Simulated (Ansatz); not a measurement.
# What NaMgBr3 (model cell, started as cubic perovskite with Mg in the octahedra) distorts into

Wanted: the energy along a soft mode of NaMgBr3 (model cell, started as cubic perovskite with Mg in the octahedra) and the structure at the end.

Program: Ansatz 0.2.0. Level of theory: DFT PBE, scalar-relativistic, plane waves, PAW. Results are calculated unless marked as measured.

Report form: the programs' logs are mostly left out.

The structure was built from a prototype and need not be the compound's stable phase.

### Step 1. Starting point

It takes space group Pm-3m (No. 221, cubic). The conventional cell has a = 5.313 Å, b = 5.313 Å, c = 5.313 Å, α = 90.00°, β = 90.00°, γ = 90.00°. Nearest to Na lie 12 Br at 3.76 Å. Nearest to Mg lie 6 Br at 2.66 Å. Nearest to Br lie 2 Mg at 2.66 Å and 4 Na at 3.76 Å. Farther neighbours and most contacts between anions are not listed.

### Step 2. Phonons on a q mesh

The cell comes from relaxations at this level that are not shown. Stability and thermal properties need the whole zone. Linear response on a 2×2×2 q mesh gives force constants as far as a supercell of that size would, and the tensors from the zone-centre run are typed in so that the long-range dipole term is interpolated apart.

Contents of input.yaml:

```yaml
crystal:
  lattice:
    - [5.3131069714, 0.0, 0.0]
    - [0.0, 5.3131069714, 0.0]
    - [0.0, 0.0, 5.3131069714]
  atoms:
    - { symbol: Na, position: [0.0, 0.0, 0.0] }
    - { symbol: Mg, position: [0.5, 0.5, 0.5] }
    - { symbol: Br, position: [0.5, 0.5, 0.0] }
    - { symbol: Br, position: [0.5, 0.0, 0.5] }
    - { symbol: Br, position: [0.0, 0.5, 0.5] }
kpoints:
  mp_grid: { grid: [4, 4, 4] }
hamiltonian:
  xc: pbe
scf:
  occupations: { method: fixed }
output:
  eigenvalues: true
phonons:
  method: dfpt
  qmesh: [2, 2, 2]
  temperatures: { t_max: 1000, t_step: 50 }
  qpath:
    path:
      - [[0.0, 0.0, 0.0], [0.0, 0.5, 0.0], [0.5, 0.5, 0.0], [0.0, 0.0, 0.0], [0.5, 0.5, 0.5], [0.0, 0.5, 0.0]]
      - [[0.5, 0.5, 0.5], [0.5, 0.5, 0.0]]
    npoints: 10
  non_analytic_term:
    high_frequency_dielectric_tensor: [[3.1543, 0.0, 0.0], [0.0, 3.1543, 0.0], [0.0, 0.0, 3.1543]]
    born_effective_charges:
      - { species: Na, tensor: [[1.3661, 0.0, 0.0], [0.0, 1.3661, 0.0], [0.0, 0.0, 1.3661]] }
      - { species: Mg, tensor: [[2.4355, 0.0, 0.0], [0.0, 2.4355, 0.0], [0.0, 0.0, 2.4355]] }
      - { species: Br, tensor: [[-0.8514, 0.0, 0.0], [0.0, -0.8514, 0.0], [0.0, 0.0, -2.0989]] }
      - { species: Br, tensor: [[-0.8514, 0.0, 0.0], [0.0, -2.0989, 0.0], [0.0, 0.0, -0.8514]] }
      - { species: Br, tensor: [[-2.0989, 0.0, 0.0], [0.0, -0.8514, 0.0], [0.0, 0.0, -0.8514]] }
    source: "zone-centre run at this cell"
```

On the command line:

```sh
$ ansatz run input.yaml --threads 4 --pin off --max-ram 14336MiB --backend cpu --events-out ev --progress --plain --runs-dir out
```

Elapsed: 47 s, on 4 threads of Arm Neoverse V2, shared host; peak memory 0.68 GiB; 3 min of CPU time.

A gap read on the k-mesh alone can miss the band edges.

This step gave:

```yaml
gap_on_the_k_mesh: 2.752 eV
volume_per_atom: 30.00 Å³
sum_rule_residual_before_enforcement: 1.29e-4 eV/Å²
lowest_frequency_on_the_path: -78.87 cm⁻¹
point_group: m-3m
highest_frequency_on_the_path_or_at_a_solved_wavevector: 272.3 cm⁻¹
highest_optical_mode_at_the_zone_centre_no_lo_to_term: 203.0 cm⁻¹
lowest_optical_zone_centre_mode: -78.87 cm⁻¹
lowest_mode_on_the_q_mesh_acoustic_modes_at_gamma_apart: -78.87 cm⁻¹
```

Frequencies (cm⁻¹) solved at each irreducible wavevector; negative means imaginary. Frequencies by wavevector, by row:

| q in reciprocal lattice units | star | mode 1 | mode 2 | mode 3 | mode 4 | mode 13 | mode 14 | mode 15 |
| --- | --- | --- | --- | --- | --- | --- | --- | --- |
| 0 0 0 | 1 | -78.9 | -78.9 | -78.9 | 0 | 203 | 203 | 203 |
| 0 0 -0.5 | 3 | -73.2 | -73.2 | 11.5 | 11.5 | 202.3 | 202.3 | 240.4 |
| 0 -0.5 -0.5 | 3 | -67.9 | -67.9 | -64.9 | -57.8 | 201.8 | 248.6 | 248.6 |
| -0.5 -0.5 -0.5 | 1 | -74.3 | -74.3 | -74.3 | -58 | 253.3 | 253.3 | 253.3 |

Interpolated from a 2×2×2 q mesh, with the LO-TO term (at Γ the limit along the path; where Γ stands inside the path, tables give the limit on arrival). Phonon branches along the path, in cm⁻¹:

| point | branch 1 | branch 2 | branch 3 | branch 4 | branch 12 | branch 13 | branch 14 | branch 15 |
| --- | --- | --- | --- | --- | --- | --- | --- | --- |
| Γ | -79 | -79 | -21 | 0 | 99 | 203 | 203 | 272 |
| halfway | -76 | -76 | 15 | 15 | 124 | 203 | 203 | 260 |
| X | -73 | -73 | 12 | 12 | 164 | 202 | 202 | 240 |
| halfway | -72 | -69 | -45 | -39 | 156 | 202 | 229 | 244 |
| M | -68 | -68 | -65 | -58 | 173 | 202 | 249 | 249 |
| halfway | -73 | -71 | -41 | -28 | 134 | 202 | 209 | 257 |
| Γ | -79 | -79 | -21 | 0 | 99 | 203 | 203 | 272 |
| halfway | -71 | -71 | -50 | -33 | 144 | 214 | 214 | 255 |
| R | -74 | -74 | -74 | -58 | 185 | 253 | 253 | 253 |
| halfway | -71 | -70 | -58 | -44 | 159 | 218 | 236 | 247 |
| X | -73 | -73 | 12 | 12 | 164 | 202 | 202 | 240 |
| jump to R | -74 | -74 | -74 | -58 | 185 | 253 | 253 | 253 |
| halfway | -70 | -70 | -70 | -58 | 173 | 228 | 251 | 251 |
| M | -68 | -68 | -65 | -58 | 173 | 202 | 249 | 249 |

Symmetry leaves 4 wavevectors to solve. The lowest mode among them, the acoustic zeros apart, lies at Γ and is imaginary, 78.9i cm⁻¹, so the energy falls along it.

### Step 3. The mode frozen in, largest atomic shift 0 Å

The mode followed lies at q = (-0.5, -0.5, -0.5) with frequency 74.4i cm⁻¹ and is 3-fold degenerate, one of the unstable modes though not the softest. At small amplitude the distorted cell has space group no. 139 by a symmetry search on the positions. The undistorted cell that holds it gives the zero of energy on the same k mesh.

System of this step: NaMgBr3 (model cell, started as cubic perovskite with Mg in the octahedra). It takes space group Pm-3m (No. 221, cubic). Conventional cell: a = 5.313 Å, b = 5.313 Å, c = 5.313 Å, α = 90.00°, β = 90.00°, γ = 90.00°. Nearest to Na lie 12 Br at 3.76 Å. Mg has 6 Br at 2.66 Å nearest. Nearest to Br lie 2 Mg at 2.66 Å and 4 Na at 3.76 Å. Farther neighbours and most contacts between anions are not listed.

Contents of input.yaml:

```yaml
crystal:
  lattice:
    - [5.3131069714, 5.3131069714, 0.0]
    - [5.3131069714, 0.0, 5.3131069714]
    - [5.3131069714, 0.0, -5.3131069714]
  atoms:
    - { symbol: Na, position: [0.0, 0.0, 0.0] }
    - { symbol: Na, position: [0.0, 0.5, 0.5] }
    - { symbol: Mg, position: [0.5, 0.25, 0.75] }
    - { symbol: Mg, position: [0.5, 0.75, 0.25] }
    - { symbol: Br, position: [0.5, 0.5, 0.5] }
    - { symbol: Br, position: [0.5, 0.0, 0.0] }
    - { symbol: Br, position: [0.0, 0.0, 0.5] }
    - { symbol: Br, position: [0.0, 0.5, 0.0] }
    - { symbol: Br, position: [0.5, 0.0, 0.5] }
    - { symbol: Br, position: [0.5, 0.5, 0.0] }
kpoints:
  mp_grid: { grid: [4, 4, 4] }
hamiltonian:
  xc: pbe
scf:
  occupations: { method: gaussian, width: 0.02 }
output:
  forces: true
  stress: true
  eigenvalues: true
```

Elapsed: 1.5 s, on 4 threads; peak memory 0.7 GiB.

Numbers from this step:

- pressure: 0.005766 GPa
- energy from the undistorted cell: 0 meV/atom

At this level the gap is 2.75 eV on the k-mesh of the self-consistent run, which can miss the band edges.

### Step 4. The mode frozen in, largest atomic shift 0.6 Å

The atoms are moved along the unstable eigenvector, the largest shift by 0.6 Å, with the cell fixed.

Contents of input.yaml:

```yaml
crystal:
  lattice:
    - [5.3131069714, 5.3131069714, 0.0]
    - [5.3131069714, 0.0, 5.3131069714]
    - [5.3131069714, 0.0, -5.3131069714]
  atoms:
    - { symbol: Na, position: [-0.112928274, 0.056464137, 0.056464137] }
    - { symbol: Na, position: [0.112928274, 0.443535863, 0.443535863] }
    - { symbol: Mg, position: [0.5, 0.25, 0.75] }
    - { symbol: Mg, position: [0.5, 0.75, 0.25] }
    - { symbol: Br, position: [0.5, 0.4940457322, 0.4940457322] }
    - { symbol: Br, position: [0.5, 0.0059542678, 0.0059542678] }
    - { symbol: Br, position: [0.0, 0.0, 0.5] }
    - { symbol: Br, position: [0.0, 0.5, 0.0] }
    - { symbol: Br, position: [0.5, 0.0059542678, 0.4940457322] }
    - { symbol: Br, position: [0.5, 0.4940457322, 0.0059542678] }
kpoints:
  mp_grid: { grid: [4, 4, 4] }
hamiltonian:
  xc: pbe
scf:
  occupations: { method: gaussian, width: 0.02 }
output:
  forces: true
  stress: true
  eigenvalues: true
```

Run time: 2.2 s. Hardware: 4 threads; peak memory 0.75 GiB.

Numbers from this step:

* pressure: 0.2830 GPa
* gap on the k-mesh: 2.727 eV
* energy from the undistorted cell: -13.69 meV/atom

The energy, extrapolated to zero smearing, is -13.69 meV/atom against the undistorted cell.

The run ends at a pressure of 0.28 GPa, with forces up to 0.14 eV/Å.

### Step 5. Energy along the mode, all amplitudes (two of the runs are shown above)

An imaginary frequency means negative curvature, so the energy should fall and then rise again as anharmonic terms take over.

Numbers from this step:

| Quantity | Value |
| --- | --- |
| depth at the lowest point sampled | 13.69 meV/atom |
| largest atomic shift at that point | 0.6 Å |

The energy from the parent by largest atomic shift:

```csv
largest atomic shift (Å),energy from the parent (meV/atom)
0.000,0
0.040,-0.08
0.080,-0.321
0.140,-0.974
0.220,-2.36
0.320,-4.80
0.450,-8.80
0.600,-13.7
```

Displacement at unit largest shift by atom:

| atom | x (Å) | y (Å) | z (Å) | size |
| --- | --- | --- | --- | --- |
| Na1 | 0.00 | -1.00 | 0.00 | 1.00 |
| Na2 | 0.00 | 1.00 | 0.00 | 1.00 |
| Mg3 | 0.00 | 0.00 | 0.00 | 0.00 |
| Mg4 | 0.00 | 0.00 | 0.00 | 0.00 |
| Br5 | -0.10 | 0.00 | 0.00 | 0.10 |
| Br6 | 0.10 | 0.00 | 0.00 | 0.10 |
| Br7 | 0.00 | 0.00 | 0.00 | 0.00 |
| Br8 | 0.00 | 0.00 | 0.00 | 0.00 |
| Br9 | 0.00 | 0.00 | 0.10 | 0.10 |
| Br10 | 0.00 | 0.00 | -0.10 | 0.10 |

The lowest of the steps tried is the last one, at 0.6 Å, 13.7 meV/atom below the parent; the bottom of the well need not coincide with a step.

### Step 6. Relaxation from the frozen mode

Starting from the lowest point found, all atoms and the cell are let go, so that strain and other modes of the same symmetry can join in.

Edit input.yaml of step 4 so:

```diff
@@ -21,3 +21,3 @@
 scf:
-  occupations: { method: gaussian, width: 0.02 }
+  occupations: { method: fixed }
 output:
@@ -26 +26,6 @@
   eigenvalues: true
+relax:
+  adjacent_minimum: "off"
+  f_tol: 0.002
+  max_steps: 120
+  cell: { stress_tol: 0.03 }
```

It took 19 s on 4 threads; peak memory 0.78 GiB.

The steps of the relaxation:

```csv
step,energy less that of the first step (eV),largest force component (eV/Å),pressure (GPa),volume (Å³)
1,0.0000,0.1420,0.28,299.97
2,-0.0204,0.1387,0.00,303.93
3,-0.0579,0.0505,0.10,306.93
4,-0.0524,0.0772,-0.06,309.03
5,-0.0611,0.0056,0.00,307.94
6,-0.0612,0.0010,0.00,308.02
7*,-0.0616,0.0009,0.00,308.02
```

Relaxation steps marked * repeat the geometry before them on a plane-wave basis chosen anew for their cell, so energy and pressure can jump there. Relaxation step 4 was tried and not accepted.

The run keeps the 16 symmetry operations that it works with, so distortions that break them were not tested.

```csv
"conventional cell, symmetrised",before,after,change
a (Å),7.514,7.574,+0.8 %
b (Å),7.514,7.574,+0.8 %
c (Å),10.626,10.739,+1.1 %
volume (Å³/atom),30.00,30.80,+2.7 %
```

The atoms that moved most (Å, as changes of fractional coordinates times the final cell):

```csv
atom,dx,dy,dz,length
Na1,0.000,-0.283,0.000,0.283
Na2,0.000,0.283,0.000,0.283
Br5,-0.038,0.000,0.000,0.038
Br10,0.000,0.000,-0.038,0.038
Br9,0.000,0.000,0.038,0.038
Br6,0.038,0.000,0.000,0.038
```

This step gave:

```yaml
pressure: 0.002464 GPa
gap_on_the_k_mesh: 2.596 eV
volume_per_atom: 30.80 Å³
```

The distorted start has space group I4/mmm; the relaxation ends in I4/mmm.

### Step 7. The new phase in its own primitive cell

The relaxed structure is symmetrised, reduced to its primitive cell and relaxed tightly, as its phonons need.

Contents of input.yaml:

```yaml
crystal:
  lattice:
    - [-3.7870365015, 3.7870365015, 5.369413227]
    - [3.7870365015, -3.7870365015, 5.369413227]
    - [3.7870365015, 3.7870365015, -5.369413227]
  atoms:
    - { symbol: Na, position: [0.6671589856, 0.6671589856, 0.0] }
    - { symbol: Na, position: [0.3328410144, 0.3328410144, 0.0] }
    - { symbol: Mg, position: [0.0, 0.5, 0.5] }
    - { symbol: Mg, position: [0.5, 0.0, 0.5] }
    - { symbol: Br, position: [0.2595421371, 0.2595421371, 0.5190842742] }
    - { symbol: Br, position: [0.7404578629, 0.7404578629, 0.4809157258] }
    - { symbol: Br, position: [0.25, 0.75, 0.5] }
    - { symbol: Br, position: [0.75, 0.25, 0.5] }
    - { symbol: Br, position: [0.2595421371, 0.7404578629, 0.0] }
    - { symbol: Br, position: [0.7404578629, 0.2595421371, 0.0] }
kpoints:
  mp_grid: { grid: [4, 4, 4] }
hamiltonian:
  xc: pbe
scf:
  occupations: { method: fixed }
output:
  forces: true
  stress: true
  eigenvalues: true
relax:
  adjacent_minimum: "off"
  f_tol: 0.001
  max_steps: 60
  cell: { stress_tol: 0.01 }
```

The job ended after 6.6 s (4 threads; peak memory 0.78 GiB; 23 s of CPU time).

Little changed from the start: no atom moved by 0.005 Å and no cell edge by 0.1 %.

Numbers from this step:

* direct gap on mesh: 2.596 eV

The largest force component left is 0.95 meV/Å and the pressure is 0.002 GPa, within the tolerances set. The cell now holds 30.80 Å³/atom.

### Step 8. Modes of the new phase

A relaxed structure may still be a saddle point, so its zone-centre modes are computed. The response to a homogeneous field gives the Born charges and the dielectric tensor.

Edit input.yaml of step 7 so:

```diff
@@ -23,9 +23,6 @@
 output:
-  forces: true
-  stress: true
   eigenvalues: true
-relax:
-  adjacent_minimum: "off"
-  f_tol: 0.001
-  max_steps: 60
-  cell: { stress_tol: 0.01 }
+phonons:
+  method: dfpt
+  dielectric: true
+  rigid_motions: translations
```

It took 3.5 min on 4 threads; peak memory 2.5 GiB.

This step gave:

| Item | Value |
| --- | --- |
| sum-rule residual before enforcement | 5.16e-5 eV/Å² |
| miss of the charge sum rule | 0.01651 e |
| estimated error of the dielectric tensor | 0.01776 |
| estimated error of the Born charges | 0.02547 e |
| point group | 4/mmm |
| highest optical mode at the zone centre (no LO-TO term) | 250.4 cm⁻¹ |
| lowest optical zone-centre mode | -52.51 cm⁻¹ |
| mean high-frequency dielectric constant | 3.055 |
| largest Born charge (third of the trace) | 2.459 e |
| top of the zone-centre spectrum with the field | 266.2 cm⁻¹ |

Without the LO-TO term. Patterns of degenerate modes are one choice out of their space. Modes at Γ, with each element's share of the kinetic energy (negative means imaginary):

```csv
mode,frequency (cm⁻¹),symmetry,Na %,Mg %,Br %
1,-52.5,Eg,17,0,83
2,-52.5,Eg,17,0,83
3,-31.1,B2g,0,0,100
4,-18.8,Eu,43,1,56
5,-18.8,Eu,43,1,56
6,0.0,acoustic,8,8,84
7,0.0,acoustic,8,8,84
8,0.0,acoustic,8,8,84
9,44.7,B1u,0,0,100
10,45.8,Eg,80,0,20
11,45.8,Eg,80,0,20
12,67.5,Eu,46,2,51
13,67.5,Eu,46,2,51
14,71.7,A2u,82,7,11
15,78.8,A2u,10,32,58
16,82.0,Eg,3,0,97
17,82.0,Eg,3,0,97
18,87.5,Eu,0,33,66
19,87.5,Eu,0,33,66
20,91.7,B1g,0,0,100
21,95.0,A1g,5,0,95
22,95.3,A2g,0,0,100
23,111.0,A1g,95,0,5
24,175.9,A2u,0,52,48
25,178.5,B1g,0,0,100
26,189.3,Eu,0,57,43
27,189.3,Eu,0,57,43
28,237.8,B2u,0,100,0
29,250.4,Eu,2,98,0
30,250.4,Eu,2,98,0
```

Displacements in mode 1 (-52.5 cm⁻¹), the largest set to 1:
```
Na1  1.00  0.03  0.00
Na2 -1.00 -0.03  0.00
Mg3  0.00  0.00  0.00
Mg4  0.00  0.00  0.00
Br5  0.00  0.00  0.54
Br6  0.00  0.00 -0.54
Br7  0.91 -0.02  0.00
Br8 -0.91  0.02  0.00
Br9  0.00  0.00 -0.51
Br10 0.00  0.00  0.51
```

Displacements in mode 4 (-18.8 cm⁻¹), the largest set to 1:
```
Na1 -1.00 -0.09  0.00
Na2 -1.00 -0.09  0.00
Mg3  0.11 -0.01  0.00
Mg4 -0.14  0.01  0.00
Br5 -0.14 -0.16  0.00
Br6 -0.14 -0.16  0.00
Br7  0.54  0.05  0.00
Br8  0.54  0.05  0.00
Br9 -0.11  0.14  0.00
Br10-0.11  0.14  0.00
```

Optical modes at the zone centre, without and with the macroscopic field of the longitudinal modes; each column is sorted by frequency, so a row need not hold one and the same mode. Modes with and without the field, by row:

| rank among optical modes | no field (cm⁻¹) | q along (1, 0, 0) (cm⁻¹) | q along (0, 0, 1) (cm⁻¹) |
| --- | --- | --- | --- |
| 1 | -52.5 | -52.5 | -52.5 |
| 2 | -52.5 | -52.5 | -52.5 |
| 3 | -31.1 | -31.1 | -31.1 |
| 4 | -18.8 | -18.8 | -18.8 |
| 5 | -18.8 | 31.8 | -18.8 |
| 6 | 44.7 | 44.7 | 44.7 |
| 7 | 45.8 | 45.8 | 45.8 |
| 8 | 45.8 | 45.8 | 45.8 |
| 9 | 67.5 | 67.5 | 67.5 |
| 10 | 67.5 | 71.7 | 67.5 |
| 11 | 71.7 | 75.3 | 73 |
| 12 | 78.8 | 78.8 | 82 |
| 13 | 82 | 82 | 82 |
| 14 | 82 | 82 | 87.5 |
| 15 | 87.5 | 87.5 | 87.5 |
| 16 | 87.5 | 91.7 | 91.7 |
| 17 | 91.7 | 95 | 95 |
| 18 | 95 | 95.3 | 95.3 |
| 19 | 95.3 | 110.3 | 109.2 |
| 20 | 111 | 111 | 111 |
| 21 | 175.9 | 175.9 | 178.5 |
| 22 | 178.5 | 178.5 | 189.3 |
| 23 | 189.3 | 189.3 | 189.3 |
| 24 | 189.3 | 237.8 | 237.8 |
| 25 | 237.8 | 247.6 | 250.4 |
| 26 | 250.4 | 250.4 | 250.4 |
| 27 | 250.4 | 266.2 | 255.6 |

Born charge (rows field, columns displacement) (e), principal values of the symmetric part by kind of site:

```
atom  atoms with these values    low  middle   high   mean
 Na1                        2   1.13    1.27   1.27   1.23
 Mg3                        2   2.18    2.49   2.70   2.46
 Br5                        4  -2.06   -0.85  -0.72  -1.21
 Br7                        2  -2.18   -0.80  -0.80  -1.26
```

In full for Mg3:

```
2.18 0.00 0.00
0.00 2.70 0.00
0.00 0.00 2.49
```

High-frequency dielectric tensor:

```
3.06 0.00 0.00
0.00 3.06 0.00
0.00 0.00 3.04
```

Transverse modes; imaginary modes are left out. Lines of the infrared spectrum (strongest = 100):

| position (cm⁻¹) | lines merged | relative intensity |
| --- | --- | --- |
| 45 | 1 | 0.0 |
| 46 | 1 | 0.0 |
| 68 | 1 | 16 |
| 72 | 1 | 5.2 |
| 79 | 1 | 22 |
| 82 | 1 | 0.0 |
| 88 | 1 | 20 |
| 92 | 1 | 0.0 |
| 95 | 2 | 0.0 |
| 111 | 1 | 0.0 |
| 176 | 1 | 50 |
| 178 | 1 | 0.0 |
| 189 | 1 | 100 |
| 238 | 1 | 0.0 |
| 250 | 1 | 1.4 |

Before it was imposed, the acoustic sum rule was missed by 5.2e-5 eV/Å² and the charge sum rule by 0.017 e. Small misses are needed for a sound result but don't prove that mesh and cutoff are converged. The lowest optical mode is imaginary, 52.5i cm⁻¹, so the energy falls along it.

### Step 9. Outcome

```yaml
unstable_mode_of_the_parent: q = (-0.5, -0.5, -0.5), 74i cm⁻¹
depth_at_the_lowest_point_sampled: 13.7 meV/atom
largest_atomic_shift_at_that_point: 0.6 Å
space_group_reached_within_0p01_a: I4/mmm
energy_gained_over_the_parent_first_relaxation_on_the_mesh_of_the_frozen_mode: 19.9 meV/atom
volume_per_atom_phase_reached: 30.8 Å³
gap_on_the_k_mesh_phase_reached: 2.60 eV
lowest_optical_zone_centre_mode_phase_reached: -52.5 cm⁻¹
highest_optical_mode_at_the_zone_centre_no_lo_to_term_phase_reached: 250 cm⁻¹
```

Along this mode the structure falls into I4/mmm, 19.9 meV/atom below the parent. At the parent's cell the well is 13.69 meV/atom deep on the steps tried, with its lowest point at a shift of 0.6 Å. That is the last step tried, so the steps alone don't bracket the bottom of the well. Relaxing atoms and cell changes the gain by +6.16 meV/atom against the lowest step (energies at zero smearing). The new phase still has an imaginary mode at the zone centre of its cell, so it is a saddle point on the way to a lower structure. Of the 9 patterns followed to their end from this parent, this one ends 76.7 meV/atom above the lowest, Imma. Another end point lies within 1 meV/atom; how such a difference moves with mesh and cutoff was not tested. Each path keeps the symmetry of its pattern, so a lower phase may lie along a pattern not tried. The starting cell was built on a prototype and not taken from a measurement, so the phase need not exist.

[Logs are printed without paths, hosts, clocks, repeated set-up lines and the standing remarks that a program may print on its own settings, such as how far it seeks lower states.]

[Hosts, paths, dates, database ids (printed as entryN), source tags and the programs' standing remarks are cut or masked in the printed files.]
